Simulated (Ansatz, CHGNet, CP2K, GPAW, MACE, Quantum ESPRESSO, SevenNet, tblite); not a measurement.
# Running the unslipped end of a generalised stacking fault on (111) (glide set) of a Ge-Si solid solution (72 atoms) with GPAW

How do the settings of GPAW change the result for the unslipped end of a generalised stacking fault on (111) (glide set) of a Ge-Si solid solution (72 atoms)? A plane-wave run serves as the yardstick.

Program: GPAW 26.7.0. Level of theory: the method is named at each step. Results are calculated unless marked as measured.

## (1) The starting structure

The cell holds 72 atoms: 51 Ge and 21 Si. Cell: a = 6.849 Å, b = 11.862 Å, c = 19.571 Å, α = 90.0°, β = 90.0°, γ = 90.0°. Diamond-structure Ge lattice (a = 5.5919 Å, the value set for the mixture), cell with z along [111], 1 x 3 x 2 periods; the third cell vector is tilted by 0.000 of 1/2[11-2] and lengthened by 0.2 Å, so the stacking has no slip (glide set); displaced by a Gaussian of 0.01 Å; 21 of 72 Ge sites given to Si at random (lattice constant by Vegard's rule between Ge and Si). Then every atom was moved at random, 0.03 Å r.m.s. a Cartesian component. The structure's axis is c.

The yardstick, on the same geometry:

- method: Kohn-Sham DFT, PBE, PAW, plane waves (Ansatz 0.2.0); cutoff 420 eV, Γ point, fermi-dirac smearing of 0.05 eV; PAW set soft_2
- r.m.s. force component: 0.6135 eV/Å
- longest force: 1.953 eV/Å
- pressure: 1.89 GPa
- gap (highest filled to lowest empty level): 0.2565 eV
- SCF cycles: 8
- time: 29 s on 4 threads of Arm Neoverse V1, shared host
- CPU time: 1.9 min

## (2) PBE, LCAO dzp, h 0.2 Å

Method: Kohn-Sham DFT, PBE, PAW, atomic orbitals (dzp).

Contents of run.py:

```python
import numpy as np
from ase.io import read
from gpaw import GPAW, FermiDirac

atoms = read("structure.xyz")
atoms.calc = GPAW(
    mode="lcao",
    basis="dzp",
    h=0.2,
    xc="PBE",
    kpts={"size": (1, 1, 1), "gamma": True},
    occupations=FermiDirac(0.05),
    maxiter=200,
    symmetry={"point_group": False},
    txt="gpaw.txt",
)
energy = atoms.get_potential_energy(force_consistent=True)
forces = atoms.get_forces()
print(f"energy {energy:.6f} eV")
print("forces (eV/A)")
for i, (a, f) in enumerate(zip(atoms, forces)):
    print(f"{i:4d} {a.symbol:2s} {f[0]:10.5f} {f[1]:10.5f} {f[2]:10.5f}")
print(f"Fermi level {atoms.calc.get_fermi_level():.4f} eV")
for k in range(len(atoms.calc.get_ibz_k_points())):
    for s in range(atoms.calc.get_number_of_spins()):
        e = atoms.calc.get_eigenvalues(kpt=k, spin=s)
        n = np.searchsorted(e, atoms.calc.get_fermi_level())
        print(f"k {k} spin {s} levels about the Fermi level:", np.round(e[max(n - 6, 0):n], 4).tolist(), "|", np.round(e[n:n + 6], 4).tolist())
```

Contents of structure.xyz:

```xyz
72
Lattice="6.84865 0.00000 0.00000 0.00000 11.86221 0.00000 0.00000 0.00000 19.57091" Properties=species:S:1:pos:R:3 pbc="T T T"
Ge 3.42686 2.01681 0.43761
Ge 3.41446 2.00922 2.85637
Ge 5.73835 1.93745 3.63373
Si 5.68287 1.94517 5.98459
Si 6.83173 11.85972 0.35071
Ge 0.00493 0.01222 2.75695
Si 2.27978 11.79566 3.61299
Ge 2.27341 0.05670 6.01277
Ge 4.51182 0.04591 6.89659
Si 4.53340 0.00391 9.31399
Si 3.45316 5.94143 0.33956
Si 3.42919 5.93858 2.81547
Ge 5.68280 5.96551 3.66798
Ge 5.64657 5.96717 6.04976
Si 6.79016 3.97633 0.41901
Ge 6.83906 3.98309 2.84541
Ge 2.25711 3.91607 3.64410
Si 2.30354 3.93363 6.06542
Ge 4.64654 3.96933 6.89738
Si 4.53860 3.96210 9.24862
Ge 1.06599 1.95311 6.87800
Ge 1.11886 1.97399 9.28131
Si 3.40823 2.05631 10.10564
Si 3.42857 2.00222 12.48057
Ge 5.71760 1.95430 13.30646
Si 5.71643 1.94623 15.74421
Ge 0.02116 0.05077 10.09585
Ge 6.84577 0.00546 12.50894
Si 2.27909 11.86138 13.35754
Ge 2.32977 0.02728 15.73638
Ge 4.54367 0.06750 16.51981
Si 4.55401 0.01103 18.95560
Ge 3.40563 9.86509 0.41980
Si 3.45097 9.81479 2.84835
Ge 5.74472 9.87956 3.65389
Ge 5.70273 9.85453 6.06600
Ge 0.06493 7.93594 0.41236
Ge 0.01062 7.89335 2.80666
Ge 2.25499 7.86915 3.66544
Ge 2.30258 7.96203 6.04526
Ge 4.52552 7.86014 6.87017
Ge 4.58360 7.86002 9.33161
Ge 1.15907 5.99397 6.87624
Ge 1.09469 5.88401 9.26291
Ge 3.44220 5.92304 10.02833
Ge 3.40412 5.93099 12.45962
Ge 5.71390 5.94261 13.32544
Ge 5.70130 5.93846 15.73188
Si 6.83687 3.95581 10.09859
Si 0.01514 4.01678 12.52284
Ge 2.26683 3.96945 13.31742
Ge 2.21629 3.94478 15.72875
Ge 4.59743 3.92924 16.54720
Ge 4.59442 3.94181 18.92292
Ge 1.16811 1.98194 16.47694
Ge 1.11386 1.96403 19.04289
[... 12 atom lines left out ...]
Si 1.16989 5.95768 16.51687
Si 1.16187 5.92043 18.98652
Ge 1.12626 9.83875 16.57519
Si 1.10332 9.91693 18.96617
```

The run is started by

```
$ OMP_NUM_THREADS=1 python run.py > output.txt
```

Output:

```text
energy -322.964181 eV
forces (eV/A)
   0 Ge   -0.04148   -0.57045   -1.35184
   1 Ge    0.42852   -1.44545   -0.11015
   2 Ge   -0.67360    0.60493    0.02172
   3 Si    0.36550    0.36361    0.74025
   4 Si   -0.73620   -0.31304   -1.29318
   5 Ge    0.86731   -0.60163   -0.28665
   6 Si    0.09317    0.16255   -0.39637
   7 Ge    0.07423   -0.48176   -0.40174
   8 Ge    0.34440   -0.40454    0.17736
   9 Si    0.39011    0.90478    0.08849
  10 Si   -0.47090    0.04446   -0.49248
  11 Si    0.13827   -0.51980   -0.80753
  12 Ge   -0.74808   -0.28199   -0.48824
  13 Ge    1.46361   -0.43925    0.01327
  14 Si    0.41915    0.16599   -1.23118
  15 Ge   -0.00417   -0.10721   -0.61819
  16 Ge    0.12428    1.30163    0.54320
  17 Si    0.16776    0.22205    0.25677
  18 Ge   -1.20444   -0.95958   -0.62303
  19 Si    1.25853   -0.41134    0.73920
  20 Ge   -0.22660    0.90351   -0.56626
  21 Ge    0.91547    0.93136    0.18664
  22 Si   -0.03732   -0.77840   -0.07996
  23 Si   -0.05627   -0.48873    0.10951
[...]
64 Ge   -0.15090    0.32865   -0.02774
  65 Ge   -0.23423    0.15544   -0.34635
  66 Ge    0.24748    0.67620    1.36450
  67 Si   -0.03918    0.01612    1.06167
  68 Si   -1.01032   -0.53856    1.25643
  69 Si    0.39312   -0.19354    0.61891
  70 Ge    0.42291    0.59968    0.41349
  71 Si    0.55292    0.15946    1.46205
Fermi level 6.0511 eV
k 0 spin 0 levels about the Fermi level: [5.2963, 5.3587, 5.4275, 5.6005, 5.8675, 5.8916] | [6.1955, 6.2783, 6.4029, 6.4922, 6.5187, 6.5378]
```

gpaw.txt:

```text
Input parameters:
  mode=LCAO(),
  basis={'default': 'dzp'},
  h=0.2,
  kpts=MonkhorstPack(size=(1, 1, 1), gamma=True),
  maxiter=200,
  occupations=Occupations(name='fermi-dirac', width=0.05, fixmagmom=False),
  symmetry=Symmetry(point_group=False),
  xc=XC(name='PBE')
Unit cell  # Å
| periodic |        x |         y |         z |   lengths |    angles |
|----------|----------|-----------|-----------|-----------|-----------|
|      yes | 6.848650 |  0.000000 |  0.000000 |  6.848650 | 90.000000 |
|      yes | 0.000000 | 11.862210 |  0.000000 | 11.862210 | 90.000000 |
|      yes | 0.000000 |  0.000000 | 19.570910 | 19.570910 | 90.000000 |
Number of symmetries: 1
Symmetry operations  # r_c * U_cc + t_c -> r_c
|   | kind |            matrix            |
|---|------|------------------------------|
| 0 |  E   |  1, 0, 0,  0, 1, 0,  0, 0, 1 |
BZ-sampling:
  Number of BZ points: 1
  Number of IBZ points: 1
  Monkhorst-Pack size: [1, 1, 1]
  Monkhorst-Pack shift: [0, 0, 0]
[... lines left out ...]
  Fermi-Dirac:
[... lines left out ...]
    Stencil: 6*3+1=19 point O(h^6) finite-difference Laplacian
xc functional:
  name: PBE with 2 nearest neighbor stencil
interpolation: tri-quintic # 5. degree polynomial
Initialization done in: 9.668 s
convergence criteria:
- Maximum [total energy] change in last 3 cyles: 0.0005 eV / valence electron
- Maximum integral of absolute [dens]ity change: 0.0001 electrons / valence electron
- Maximum integral of absolute [eigenst]ate change: 4e-08 eV^2 / valence electron
maximum number of iterations: 200
SCF iterations
|iter     |      energy | eigst |  dens |
|---------|-------------|-------|-------|
|iter:   1| -323.085747 |      c|       |
|iter:   2| -323.016402 |      c| -0.95 |
|iter:   3| -331.724081 |      c| -0.97 |
|iter:   4| -486.498231 |      c| -1.17 |
[...]
|iter:  10| -323.106601 |      c| -2.03 |
|iter:  11| -323.054352 |      c| -2.19 |
|iter:  12| -323.012890c|      c| -2.28 |
|iter:  13| -322.959882c|      c| -2.37 |
|iter:  14| -322.940598c|      c| -2.26 |
[...]
|iter:  19| -322.936414c|      c| -3.95 |
|iter:  20| -322.936244c|      c| -3.80 |
|iter:  21| -322.936238c|      c| -4.55c|
Converged in 21 steps
SCF loop duration: 301.463 s (14.355 s/step)
Energy contributions relative to reference atoms: (reference = -3077592.759732)
Energy contributions:
  Kinetic:         964.219471
  Coulomb:        -854.536927
  Zero:              0.674817
  External:          0.000000
  Xc:             -433.265655
  Entropy:          -0.055888
  Spinorbit:         0.000000
  ----------------------------
  Free energy:    -322.964181
  Extrapolated:   -322.936238
dipole moment: (29.724014, -232.344671, -59.716353)  # |e|*Ang
Fermi level: 6.051
Eigenvalues  # (at kpt = [0.000, 0.000, 0.000])
| band index |      eig [eV] | occ [0-2] |
|------------|---------------|-----------|
|          0 |        -6.981 |     2.000 |
|        ... |               |           |
|        136 |         5.056 |     2.000 |
|        137 |         5.168 |     2.000 |
[...]
|        151 |         6.813 |     0.000 |
|        ... |               |           |
|        176 |         8.655 |     0.000 |
Gap: 0.304 eV
Transition (v -> c):
  (s=0, k=0, n=143, [0.00, 0.00, 0.00]) -> (s=0, k=0, n=144, [0.00, 0.00, 0.00])
No difference between direct/indirect transitions
Force computation time: 34.117  # s
timing:  # [seconds]
  Total:  345.279  # ━━━━━━━━━━━━━━━━━━━━━━━━━━━━━━━━━━━━━━━━━━━━━━━━━━━━━━━━
  Init:     9.668  # ━╸
  SCF:    301.463  # ━━━━━━━━━━━━━━━━━━━━━━━━━━━━━━━━━━━━━━━━━━━━━━━━━
  Forces:  34.118  # ━━━━━╸
```

The job ended after 5.8 min (1 thread of Arm Neoverse V1, shared host; peak memory 1.6 GiB).

Banners, paths, timers and routine set-up lines are dropped from the logs unmarked, and long logs keep their key lines alone; longer cuts are marked.

Against the reference:

* r.m.s. force component: 0.6543 eV/Å
* r.m.s. difference of force components: 45.53 meV/Å
* longest difference of force vectors: 125 meV/Å
* force difference over r.m.s. force: 7.422 %
* slope of forces against the reference's: 1.066
* correlation of force components: 0.9995
* gap (highest filled to lowest empty level): 0.3039 eV
* gap difference: 0.0474 eV

Length of the force difference by element (eV/Å):

```
element  atoms   mean  most
     Ge     51  0.073  0.12
     Si     21  0.072  0.11
```

Levels nearest the highest filled one (eV from it): -0.60, -0.53, -0.46, -0.29, -0.02, 0.00, 0.30, 0.39, 0.51, 0.60, 0.63, 0.65.

A closer look about Ge55, which bears the longest force: 14 atoms, nearest first, numbered in the order of the input, with positions taken from that point.

```
atom      x      y      z  distance (Å)  bonds     Fx     Fy  Fz (eV/Å)
Ge55   0.00   0.00   0.00          0.00      4  -1.47  -0.40       1.41
Ge52   1.05   1.96  -0.75          2.35      4   1.21   0.95       0.04
Ge30   1.16  -1.95  -0.74          2.39      4  -0.55  -0.84      -0.48
Si26  -2.30  -0.04  -0.73          2.41      4   0.69   0.58      -0.57
Ge56  -0.05  -0.02   2.57          2.57      4   0.12   0.45       0.34
Si29   1.11  -1.98  -3.12          3.86      4  -0.12   0.76      -0.60
Ge31   3.38  -1.91   0.04          3.88      4   0.52  -0.59       1.06
Ge51   1.10   1.99  -3.16          3.89      4  -0.26  -0.49      -0.29
Ge25  -2.30  -0.03  -3.17          3.92      4  -0.64   1.15       0.35
Ge53  -3.42   1.95   0.07          3.94      4  -0.69  -0.25      -0.51
Ge53   3.43   1.95   0.07          3.94      4  -0.69  -0.25      -0.51
Ge31  -3.47  -1.91   0.04          3.97      4   0.52  -0.59       1.06
Si69   0.00   3.98   0.04          3.98      4  -1.01  -0.54       1.26
Ge71  -0.04  -4.01   0.10          4.01      4   0.42   0.60       0.41
```

Atoms are counted from 1 here, from 0 in the log.

Forces lie 7.4 % from the reference's, at 3.1 times its CPU time (on 1 against 4 cores).

## (3) PBE, LCAO sz(dzp), h 0.2 Å

Method: Kohn-Sham DFT, PBE, PAW, atomic orbitals (sz(dzp)).

run.py: that of step 2 with these lines changed.

```diff
@@ -7,3 +7,3 @@
     mode="lcao",
-    basis="dzp",
+    basis="sz(dzp)",
     h=0.2,
```

structure.xyz is that of step 2.

Output:

```text
energy -296.486969 eV
forces (eV/A)
   0 Ge   -0.18753   -0.44571   -1.40074
   1 Ge    0.66925   -1.44262   -0.15463
   2 Ge   -0.75723    0.69774   -0.33602
   3 Si    0.37146    0.44751    0.82938
   4 Si   -0.80018   -0.17666   -1.06944
   5 Ge    0.72383   -0.70039   -0.14264
[...]
69 Si    0.33162   -0.07929    0.57056
  70 Ge    0.57258    0.70863    0.10109
  71 Si    0.84669   -0.00551    1.41697
Fermi level 5.9356 eV
k 0 spin 0 levels about the Fermi level: [5.1012, 5.1734, 5.2433, 5.4331, 5.7495, 5.7701] | [6.0844, 6.1729, 6.2595, 6.4041, 6.6163, 6.8912]
```

gpaw.txt:

```text
Input parameters:
  mode=LCAO(),
  basis={'default': 'sz(dzp)'},
  h=0.2,
  kpts=MonkhorstPack(size=(1, 1, 1), gamma=True),
  maxiter=200,
  occupations=Occupations(name='fermi-dirac', width=0.05, fixmagmom=False),
[... lines left out ...]
  Fermi-Dirac:
[... lines left out ...]
convergence criteria:
- Maximum [total energy] change in last 3 cyles: 0.0005 eV / valence electron
[... lines left out ...]
Converged in 17 steps
[... lines left out ...]
  Free energy:    -296.486969
[... lines left out ...]
Fermi level: 5.936
[... lines left out ...]
|        ... |               |           |
|        176 |         9.164 |     0.000 |
Gap: 0.314 eV
Transition (v -> c):
  (s=0, k=0, n=143, [0.00, 0.00, 0.00]) -> (s=0, k=0, n=144, [0.00, 0.00, 0.00])
No difference between direct/indirect transitions
Force computation time: 6.706  # s
timing:  # [seconds]
  Total:  82.992  # ━━━━━━━━━━━━━━━━━━━━━━━━━━━━━━━━━━━━━━━━━━━━━━━━━━━━━━━━━
  Init:    7.970  # ━━━━━╸
  SCF:    68.286  # ━━━━━━━━━━━━━━━━━━━━━━━━━━━━━━━━━━━━━━━━━━━━━━━
  Forces:  6.706  # ━━━━╸
```

It took 84 s on 1 thread; peak memory 1.2 GiB.

Compared with the plane-wave run:

* r.m.s. force component: 0.6967 eV/Å
* r.m.s. difference of force components: 170.7 meV/Å
* longest difference of force vectors: 547.1 meV/Å
* force difference over r.m.s. force: 27.82 %
* slope of forces against the reference's: 1.106
* correlation of force components: 0.974
* gap (highest filled to lowest empty level): 0.3143 eV
* gap difference: 0.0578 eV

This is a coarse setting, run to see what it loses.

Against the first run (7.4 %), the force difference from the reference is 28 %, at 0.24 times the CPU time, with 288 basis functions against 936: the smaller basis costs accuracy.

## (4) PBE, LCAO dzp, h 0.16 Å

Method: Kohn-Sham DFT, PBE, PAW, atomic orbitals (dzp).

run.py: that of step 3 with these lines changed.

```diff
@@ -7,4 +7,4 @@
     mode="lcao",
-    basis="sz(dzp)",
-    h=0.2,
+    basis="dzp",
+    h=0.16,
     xc="PBE",
```

structure.xyz is that of step 3.

Output:

```text
energy -323.285377 eV
forces (eV/A)
   0 Ge   -0.03789   -0.56398   -1.35761
   1 Ge    0.41661   -1.43084   -0.11495
   2 Ge   -0.65548    0.59305    0.01881
   3 Si    0.36708    0.36177    0.73537
   4 Si   -0.73393   -0.31402   -1.29015
   5 Ge    0.86735   -0.61157   -0.28267
[...]
69 Si    0.39600   -0.19680    0.62037
  70 Ge    0.40387    0.59993    0.40252
  71 Si    0.55210    0.16207    1.46319
Fermi level 6.0508 eV
k 0 spin 0 levels about the Fermi level: [5.2963, 5.3585, 5.4275, 5.6005, 5.8673, 5.8915] | [6.195, 6.2778, 6.4024, 6.4918, 6.5185, 6.5372]
```

gpaw.txt:

```text
Input parameters:
  mode=LCAO(),
  basis={'default': 'dzp'},
  h=0.16,
  kpts=MonkhorstPack(size=(1, 1, 1), gamma=True),
  maxiter=200,
  occupations=Occupations(name='fermi-dirac', width=0.05, fixmagmom=False),
[... lines left out ...]
  Fermi-Dirac:
[... lines left out ...]
convergence criteria:
- Maximum [total energy] change in last 3 cyles: 0.0005 eV / valence electron
[... lines left out ...]
Converged in 21 steps
[... lines left out ...]
  Free energy:    -323.285377
[... lines left out ...]
Fermi level: 6.051
[... lines left out ...]
|        ... |               |           |
|        176 |         8.655 |     0.000 |
Gap: 0.303 eV
Transition (v -> c):
  (s=0, k=0, n=143, [0.00, 0.00, 0.00]) -> (s=0, k=0, n=144, [0.00, 0.00, 0.00])
No difference between direct/indirect transitions
Force computation time: 60.645  # s
timing:  # [seconds]
  Total:  623.131  # ━━━━━━━━━━━━━━━━━━━━━━━━━━━━━━━━━━━━━━━━━━━━━━━━━━━━━━━━
  Init:    13.823  # ━
  SCF:    548.588  # ━━━━━━━━━━━━━━━━━━━━━━━━━━━━━━━━━━━━━━━━━━━━━━━━━╸
  Forces:  60.645  # ━━━━━╸
```

The job ended after 10 min (1 thread; peak memory 3.1 GiB).

Numbers from this run, and their distance from the reference:

```yaml
r_m_s_force_component: 0.6513 eV/Å
r_m_s_difference_of_force_components: 41.91 meV/Å
longest_difference_of_force_vectors: 110 meV/Å
force_difference_over_r_m_s_force: 6.831 %
slope_of_forces_against_the_reference_s: 1.061
correlation_of_force_components: 0.9996
spacing_of_highest_filled_and_lowest_empty_level: 0.3035 eV
gap_difference: 0.047 eV
energy_less_the_same_level_run_s: -4.461 meV/atom
r_m_s_force_difference_from_the_same_level_run: 11.11 meV/Å
```

Against the first run (7.4 %), the force difference from the reference is 6.8 %, at 1.8 times the CPU time: the tighter setting removes part of the difference.

## (5) Side by side

Differences are against the plane-wave reference, forces as r.m.s. over components; share is that over the reference's r.m.s. force, slope the least-squares factor from reference forces to these. Total energies of different programs have different zeros and aren't compared.

| run | Δ force, r.m.s. (meV/Å) | share (%) | slope | Δ gap (eV) | cores | CPU time | memory (GiB) |
| --- | --- | --- | --- | --- | --- | --- | --- |
| reference | - | - | - | - | 4 | 1.9 min | 2.3 |
| GPAW PBE, LCAO dzp, h 0.2 Å | 45.5 | 7.42 | 1.066 | 0.0474 | 1 | 5.8 min | 1.6 |
| GPAW PBE, LCAO sz(dzp), h 0.2 Å (coarse) | 171 | 27.8 | 1.106 | 0.0578 | 1 | 84 s | 1.2 |
| GPAW PBE, LCAO dzp, h 0.16 Å | 41.9 | 6.83 | 1.061 | 0.047 | 1 | 10 min | 3.1 |

Rows marked coarse were listed beforehand as settings not expected to be converged; some can still land near the reference.

CPU time is summed over cores on a shared host, where runs went side by side, so it is rough. Symmetry, cutoffs, thresholds, outputs and thread counts weren't matched or tuned between programs; memory under MPI is the largest rank's times the ranks.

Within one program, basis, potentials and functional, energies share a zero. Each run against its twin at the usual cutoff or grid and solver:

| run | twin | Δ energy (meV/atom) | Δ force, r.m.s. (meV/Å) | CPU time over the twin's |
| --- | --- | --- | --- | --- |
| GPAW PBE, LCAO dzp, h 0.16 Å | LCAO dzp, h 0.2 Å | -4.46 | 11.1 | 1.8 |

A second geometry, displaced anew (every atom was moved at random, 0.06 Å r.m.s. a Cartesian component), gives an energy difference that all programs can be tested on. The reference puts it at 34.62 meV/atom.

```
                            run  energy less the first geometry's (meV/atom)  error (meV/atom)  force share at the second geometry (%)
    GPAW PBE, LCAO dzp, h 0.2 Å                                        37.61              2.99                                    8.52
GPAW PBE, LCAO sz(dzp), h 0.2 Å                                        48.46              13.8                                    34.2
   GPAW PBE, LCAO dzp, h 0.16 Å                                        37.30              2.68                                    8.26
```

## (6) What came out

| Item | Value |
| --- | --- |
| nearest in forces | GPAW PBE, LCAO dzp, h 0.16 Å, 6.8 % |
| its CPU time | 10 min |

**Reading.** The PBE runs in local orbitals, coarse settings apart, differ by 6.8 % (GPAW PBE, LCAO dzp, h 0.16 Å) to 7.4 % (GPAW PBE, LCAO dzp, h 0.2 Å); basis, grid and potentials can all enter. Runs with settings chosen to be coarse differ by 28 % (GPAW PBE, LCAO sz(dzp), h 0.2 Å), their programs' other errors included. None of the electronic-structure runs in the table takes under half the reference's CPU time of 1.9 min; they take 0.75 to 5.5 times as much. GPAW PBE, LCAO sz(dzp), h 0.2 Å stiffens the forces by a factor of 1.11 while following their directions (correlation 0.974); the slopes of the 3 GPAW runs lie between 1.06 and 1.11. At the same functional, gaps differ from the reference's 0.257 eV by between +0.05 and +0.06 eV. These are spacings on the run's k-points, which needn't hold the band edges. The energy difference between the two geometries, 34.6 meV/atom in the reference, is met best by GPAW PBE, LCAO dzp, h 0.16 Å (+2.68) and worst by GPAW PBE, LCAO sz(dzp), h 0.2 Å (coarse) (+13.8). The potentials hold different valence shells: 798 electrons in the reference, 288 in GPAW; this bears on time and differences. GPAW's setups keep the filled d shell of Ge in the core. The reference's stress is far from hydrostatic: its diagonal is -3.8, 8.3, 1.2 GPa, compression counted positive. The host structure and its lattice constant were typed by rule, without a check against the phase diagram. The reference's pressure of 1.9 GPa belongs to a cell and atoms that aren't relaxed at this level. The electronic-structure runs sample only Γ, in a cell whose shortest periodic width is 7 Å.

[Also dropped from logs without a mark: logging warnings of Python, and SIESTA's first energy breakdown and zero terms.]

[Logs are printed without paths, hosts, clocks, repeated set-up lines and the standing remarks that a program may print on its own settings, such as how far it seeks lower states.]

[Hosts, paths, dates, database ids (printed as entryN), source tags and the programs' standing remarks are cut or masked in the printed files.]
